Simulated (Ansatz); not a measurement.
# Phonons of TiAl (P-6m2) against volume

Aim: how the phonons of TiAl (P-6m2) shift with volume, and the thermal expansion that follows.

Method: DFT PBEsol, scalar-relativistic, plane waves, PAW, in Ansatz 0.2.0.

Most raw output is cut from this account.

### Step 1. Set-up

The structure is hexagonal, space group P-6m2 (No. 187). Conventional cell: a = 2.846 Å, b = 2.846 Å, c = 4.621 Å, α = 90.00°, β = 90.00°, γ = 120.00°. Nearest to Ti lie 6 Al at 2.84 Å and 6 Ti at 2.85 Å. Nearest to Al lie 6 Ti at 2.84 Å and 6 Al at 2.85 Å. Farther neighbours are not listed.

Coordinates:

```cif
data_structure
_symmetry_space_group_name_H-M 'P-6m2'
_symmetry_Int_Tables_number 187
_cell_length_a 2.8463
_cell_length_b 2.8463
_cell_length_c 4.6209
_cell_angle_alpha 90.000
_cell_angle_beta 90.000
_cell_angle_gamma 120.000
_cell_volume 32.42
loop_
_atom_site_label
_atom_site_type_symbol
_atom_site_symmetry_multiplicity
_atom_site_Wyckoff_symbol
_atom_site_fract_x
_atom_site_fract_y
_atom_site_fract_z
_atom_site_occupancy
Ti1 Ti 1 a 0.00000 0.00000 0.00000 1
Al1 Al 1 d 0.33333 0.66667 0.50000 1
```

### Step 2. The dispersion

The cell comes from relaxations at this level that are not shown. Stability and thermal properties need the whole zone. Linear response on a 6×6×4 q mesh gives force constants as far as a supercell of that size would.

Input file input.yaml:

```yaml
crystal:
  lattice:
    - [2.846335142, 0.0, 0.0]
    - [-1.423167571, 2.4649985407, 0.0]
    - [0.0, 0.0, 4.6209397166]
  atoms:
    - { symbol: Ti, position: [0.0, 0.0, 0.0] }
    - { symbol: Al, position: [0.3333333333, 0.6666666667, 0.5] }
kpoints:
  mp_grid: { grid: [18, 18, 8] }
hamiltonian:
  xc: pbesol
scf:
  occupations: { method: methfessel_paxton, width: 0.15 }
output:
  eigenvalues: true
phonons:
  method: dfpt
  qmesh: [6, 6, 4]
  temperatures: { t_max: 1000, t_step: 50 }
  qpath:
    path:
      - [[0.0, 0.0, 0.0], [0.5, 0.0, 0.0], [0.33333333, 0.33333333, 0.0], [0.0, 0.0, 0.0], [0.0, 0.0, 0.5], [0.5, 0.0, 0.5], [0.33333333, 0.33333333, 0.5], [0.0, 0.0, 0.5]]
      - [[0.5, 0.0, 0.5], [0.5, 0.0, 0.0]]
      - [[0.33333333, 0.33333333, 0.5], [0.33333333, 0.33333333, 0.0]]
    npoints: 10
```

The run is started by

```sh
$ ansatz run input.yaml --threads 4 --pin off --max-ram 7168MiB --backend cpu --events-out ev --progress --plain --runs-dir out
```

Run time: 10 min. Hardware: 4 threads of Arm Neoverse V2, shared host; peak memory 2.5 GiB.

This step gave:

```
volume per atom                                         : 16.21 Å³
gap on the k-mesh                                       : 0 eV
sum-rule residual before enforcement                    : 3.80e-5 eV/Å²
lowest frequency on the path                            : 0 cm⁻¹
point group                                             : -6m2
highest frequency on the path or at a solved wavevector : 342.4 cm⁻¹
mean frequency                                          : 211.3 cm⁻¹
Debye temperature (second moment)                       : 414 K
logarithmic mean frequency                              : 197.9 cm⁻¹
highest optical mode at the zone centre (no LO-TO term) : 342.4 cm⁻¹
lowest optical zone-centre mode                         : 182.1 cm⁻¹
lowest mode on the q mesh (acoustic modes at Γ apart)   : 25.11 cm⁻¹
zero-point energy per atom                              : 39.3 meV
heat capacity at 300 K                                  : 22.74 J/(mol atoms K)
vibrational entropy at 300 K                            : 27.39 J/(mol atoms K)
```

Frequencies (cm⁻¹) solved at each irreducible wavevector; negative means imaginary. Frequencies by wavevector, by row:

```
q in reciprocal lattice units  star  mode 1  mode 2  mode 3  mode 4  mode 5  mode 6
                        0 0 0     1       0       0       0   182.1   182.1   342.4
                     0 0 0.25     2      77      77   135.4   171.2   171.2   317.8
                     0 0 -0.5     1   130.5   130.5   143.3   143.3   218.9     279
                   0 0.1667 0     6    25.1    91.3   127.5   197.9   219.3   329.9
                0 0.1667 0.25    12    94.6   109.8   182.5   187.2   208.7   314.9
                0 0.1667 -0.5     6   147.8   155.6   160.1   182.9   232.3   290.7
                   0 0.3333 0     6    90.9   166.3     198   223.8   268.4     316
                0 0.3333 0.25    12   128.5   157.5   208.5   212.1   267.3     314
                0 0.3333 -0.5     6   164.7   173.5   184.4   210.2   283.2   305.2
                     0 -0.5 0     3      72    97.3   202.3   233.3     289   306.4
                  0 -0.5 0.25     6      73   135.7   216.8   221.5   289.7   307.3
                  0 -0.5 -0.5     3    70.8   186.4   193.2   222.1   298.2   307.3
              0.1667 0.1667 0     6   120.7   152.5   173.3   228.5   255.3   320.6
           0.1667 0.1667 0.25    12   136.5   143.4   214.3   216.9   250.5   318.1
           0.1667 0.1667 -0.5     6   151.4   172.2   188.8   220.2   272.3     306
              0.1667 0.3333 0    12     152   163.6     217   237.3   284.4   303.5
           0.1667 0.3333 0.25    24   145.4   157.2   214.2   245.7   289.3   309.7
           0.1667 0.3333 -0.5    12   140.6   178.9   186.3   254.5   306.5   307.9
              0.3333 0.3333 0     2      99     156   254.8   261.9   279.1   282.1
           0.3333 0.3333 0.25     4   102.1   134.8   200.8     284     296   301.2
           0.3333 0.3333 -0.5     2    98.7   120.6   163.6   287.2   306.5   313.3
```

Symmetry leaves 21 wavevectors to solve. The lowest mode among them, the acoustic zeros apart, lies at q = (0, 0.167, 0) and is real, 25.1 cm⁻¹.

### Step 3. Relaxing at another volume, volume ratio 0.97

The volume is scaled by 0.97 and held, while shape and atoms relax as far as symmetry allows. The modes can then be followed against volume.

input.yaml, the sections that differ from step 2:

```yaml
crystal:
  lattice:
    - [2.8175823162, 0.0, 0.0]
    - [-1.4087911581, 2.4400978631, 0.0]
    - [0.0, 0.0, 4.5742603664]
  atoms:
    - { symbol: Ti, position: [0.0, 0.0, 0.0] }
    - { symbol: Al, position: [0.3333333333, 0.6666666667, 0.5] }
output:
  forces: true
  stress: true
  eigenvalues: true
relax:
  adjacent_minimum: "off"
  f_tol: 0.001
  max_steps: 60
  cell: { stress_tol: 0.01, fix: [volume] }
# kpoints, hamiltonian, scf: as in step 2
# phonons: removed
```

Run time: 4.7 s. Hardware: 4 threads; peak memory 0.41 GiB.

The steps of the relaxation:

```
step  energy less that of the first step (eV)  largest force component (eV/Å)  pressure (GPa)  volume (Å³)
   1                                   0.0000                          0.0000            3.63        31.45
   2                                  -0.0002                          0.0000            3.56        31.45
  3*                                  -0.0002                          0.0000            3.56        31.45
```

Relaxation steps marked * repeat the geometry before them on a plane-wave basis chosen anew for their cell, so energy and pressure can jump there.

Forces are held to the 12 operations that the run works with; a distortion that breaks them can't arise in this run.

```
conventional cell, symmetrised  before  after  change
                         a (Å)   2.818  2.813  -0.1 %
                         b (Å)   2.818  2.813  -0.1 %
                         c (Å)   4.574  4.588  +0.3 %
              volume (Å³/atom)   15.72  15.72  +0.0 %
```

The relaxed structure:

```xyz
2
Lattice="2.8134 0.0000 0.0000 -1.4067 2.4365 0.0000 0.0000 0.0000 4.5878" Properties=species:S:1:pos:R:3 pbc="T T T"
Ti    0.0000    0.0000    0.0000
Al    0.0000    1.6243    2.2939
```

This step gave:

- pressure: 3.564 GPa
- volume per atom: 15.72 Å³

### Step 4. Phonons at the other volume, volume ratio 0.97

The phonons are repeated at this volume on the same k and q meshes.

Input file input.yaml:

```yaml
crystal:
  lattice:
    - [2.8134298053, 0.0, 0.0]
    - [-1.4067149027, 2.4365016832, 0.0]
    - [0.0, 0.0, 4.5877731852]
  atoms:
    - { symbol: Ti, position: [0.0, 0.0, 0.0] }
    - { symbol: Al, position: [0.3333333333, 0.6666666667, 0.5] }
kpoints:
  mp_grid: { grid: [18, 18, 8] }
hamiltonian:
  xc: pbesol
scf:
  occupations: { method: methfessel_paxton, width: 0.15 }
output:
  eigenvalues: true
phonons:
  method: dfpt
  qmesh: [6, 6, 4]
  temperatures: { t_max: 1000, t_step: 50 }
  qpath:
    path:
      - [[0.0, 0.0, 0.0], [0.5, 0.0, 0.0], [0.33333333, 0.33333333, 0.0], [0.0, 0.0, 0.0], [0.0, 0.0, 0.5], [0.5, 0.0, 0.5], [0.33333333, 0.33333333, 0.5], [0.0, 0.0, 0.5]]
      - [[0.5, 0.0, 0.5], [0.5, 0.0, 0.0]]
      - [[0.33333333, 0.33333333, 0.5], [0.33333333, 0.33333333, 0.0]]
    npoints: 10
```

Run time: 10 min. Hardware: 4 threads; peak memory 2.5 GiB; 39 min of CPU time.

Numbers from this step:

```
sum-rule residual before enforcement                    : 1.35e-5 eV/Å²
highest frequency on the path or at a solved wavevector : 358.1 cm⁻¹
mean frequency                                          : 221.5 cm⁻¹
Debye temperature (second moment)                       : 433 K
logarithmic mean frequency                              : 207.5 cm⁻¹
highest optical mode at the zone centre (no LO-TO term) : 358.1 cm⁻¹
lowest optical zone-centre mode                         : 187.6 cm⁻¹
lowest mode on the q mesh (acoustic modes at Γ apart)   : 20.91 cm⁻¹
zero-point energy per atom                              : 41.19 meV
heat capacity at 300 K                                  : 22.55 J/(mol atoms K)
vibrational entropy at 300 K                            : 26.32 J/(mol atoms K)
```

Frequencies (cm⁻¹) solved at each irreducible wavevector; negative means imaginary. Frequencies by wavevector, by row:

```
q in reciprocal lattice units  star  mode 1  mode 2  mode 3  mode 4  mode 5  mode 6
                        0 0 0     1       0       0       0   187.6   187.6   358.1
                     0 0 0.25     2    78.7    78.7     142   176.2   176.2   332.3
                     0 0 -0.5     1   133.3   133.3   147.4   147.4   229.1   290.8
                   0 0.1667 0     6    20.9    93.9   133.8   204.9   228.4   344.9
                0 0.1667 0.25    12    96.3   114.4   190.2   193.8   217.4   329.1
                0 0.1667 -0.5     6   150.8   160.2   166.3   191.1   242.8   302.8
                   0 0.3333 0     6    91.1     172   210.9   233.1   284.9   329.1
                0 0.3333 0.25    12   131.2     165   218.6   220.7   282.8   327.6
                0 0.3333 -0.5     6   173.1   176.4   193.8   219.2   298.1   318.3
                     0 -0.5 0     3    97.7    98.4   209.5   243.6   307.8   318.3
                  0 -0.5 0.25     6    94.1   138.9   225.5   231.2   305.2   322.2
                  0 -0.5 -0.5     3    90.3   189.2   204.2   231.4   310.4   324.6
              0.1667 0.1667 0     6   124.8   157.4   181.8   239.1     269   334.3
           0.1667 0.1667 0.25    12     140   149.1   223.3   226.2   264.2   331.7
           0.1667 0.1667 -0.5     6   153.8   180.3   195.7   231.1   285.5   318.6
              0.1667 0.3333 0    12   161.9   177.5   224.7   249.2   302.1   315.6
           0.1667 0.3333 0.25    24   153.4   169.2   223.7   257.7   305.1   323.7
           0.1667 0.3333 -0.5    12   149.4   188.5   194.7   267.1   320.8   322.9
              0.3333 0.3333 0     2   122.3   169.4   264.2   277.4     293   295.2
           0.3333 0.3333 0.25     4   120.5   143.7   211.5   300.2   308.2   315.8
           0.3333 0.3333 -0.5     2   115.5   125.7   173.3   303.2   319.7   328.6
```

The highest optical mode at the zone centre (no LO-TO term) is 358.1 cm⁻¹, +15.7 cm⁻¹ against the base run.

### Step 5. Relaxing at another volume, volume ratio 1.03

The volume is scaled by 1.03 and held, while shape and atoms relax as far as symmetry allows. The modes can then be followed against volume.

input.yaml, the sections that differ from step 4:

```yaml
crystal:
  lattice:
    - [2.874518511, 0.0, 0.0]
    - [-1.4372592555, 2.4894060542, 0.0]
    - [0.0, 0.0, 4.6666945706]
  atoms:
    - { symbol: Ti, position: [0.0, 0.0, 0.0] }
    - { symbol: Al, position: [0.3333333333, 0.6666666667, 0.5] }
output:
  forces: true
  stress: true
  eigenvalues: true
relax:
  adjacent_minimum: "off"
  f_tol: 0.001
  max_steps: 60
  cell: { stress_tol: 0.01, fix: [volume] }
# kpoints, hamiltonian, scf: as in step 4
# phonons: removed
```

It took 6.4 s on 4 threads; peak memory 0.42 GiB; 24 s of CPU time.

Relaxation path:

```
step  energy less that of the first step (eV)  largest force component (eV/Å)  pressure (GPa)  volume (Å³)
   1                                   0.0000                          0.0000           -3.13        33.39
   2                                  -0.0002                          0.0000           -3.08        33.39
   3                                  -0.0002                          0.0000           -3.08        33.39
  4*                                  -0.0002                          0.0000           -3.08        33.39
```

Relaxation steps marked * repeat the geometry before them on a plane-wave basis chosen anew for their cell, so energy and pressure can jump there.

Forces are held to the 12 operations that the run works with; a distortion that breaks them can't arise in this run.

```
conventional cell, symmetrised  before  after  change
                         a (Å)   2.875  2.879  +0.1 %
                         b (Å)   2.875  2.879  +0.1 %
                         c (Å)   4.667  4.654  -0.3 %
              volume (Å³/atom)   16.70  16.70  +0.0 %
```

The relaxed structure:

```xyz
2
Lattice="2.8786 0.0000 0.0000 -1.4393 2.4929 0.0000 0.0000 0.0000 4.6535" Properties=species:S:1:pos:R:3 pbc="T T T"
Ti    0.0000    0.0000    0.0000
Al    0.0000    1.6620    2.3268
```

This step gave:

* pressure: -3.081 GPa
* volume per atom: 16.70 Å³

### Step 6. Phonons at the other volume, volume ratio 1.03

Input file input.yaml:

```yaml
crystal:
  lattice:
    - [2.8785853986, 0.0, 0.0]
    - [-1.4392926993, 2.4929280821, 0.0]
    - [0.0, 0.0, 4.6535176016]
  atoms:
    - { symbol: Ti, position: [0.0, 0.0, 0.0] }
    - { symbol: Al, position: [0.3333333333, 0.6666666667, 0.5] }
kpoints:
  mp_grid: { grid: [18, 18, 8] }
hamiltonian:
  xc: pbesol
scf:
  occupations: { method: methfessel_paxton, width: 0.15 }
output:
  eigenvalues: true
phonons:
  method: dfpt
  qmesh: [6, 6, 4]
  temperatures: { t_max: 1000, t_step: 50 }
  qpath:
    path:
      - [[0.0, 0.0, 0.0], [0.5, 0.0, 0.0], [0.33333333, 0.33333333, 0.0], [0.0, 0.0, 0.0], [0.0, 0.0, 0.5], [0.5, 0.0, 0.5], [0.33333333, 0.33333333, 0.5], [0.0, 0.0, 0.5]]
      - [[0.5, 0.0, 0.5], [0.5, 0.0, 0.0]]
      - [[0.33333333, 0.33333333, 0.5], [0.33333333, 0.33333333, 0.0]]
    npoints: 10
```

Wall time 11 min (4 threads); peak memory 2.6 GiB.

Numbers from this step:

- sum-rule residual before enforcement: 7.24e-5 eV/Å²
- highest frequency on the path or at a solved wavevector: 327.4 cm⁻¹
- mean frequency: 201.5 cm⁻¹
- Debye temperature (second moment): 395 K
- logarithmic mean frequency: 188.4 cm⁻¹
- highest optical mode at the zone centre (no LO-TO term): 327.4 cm⁻¹
- lowest optical zone-centre mode: 176.6 cm⁻¹
- lowest mode on the q mesh (acoustic modes at Γ apart): 28.96 cm⁻¹
- zero-point energy per atom: 37.48 meV
- heat capacity at 300 K: 22.93 J/(mol atoms K)
- vibrational entropy at 300 K: 28.52 J/(mol atoms K)

The highest optical mode at the zone centre (no LO-TO term) is 327.4 cm⁻¹, -15.0 cm⁻¹ against the base run.

(Continued in part 2 of 2.)

[Logs are printed without paths, hosts, clocks, repeated set-up lines and the standing remarks that a program may print on its own settings, such as how far it seeks lower states.]

[Hosts, paths, dates, database ids (printed as entryN), source tags and the programs' standing remarks are cut or masked in the printed files.]
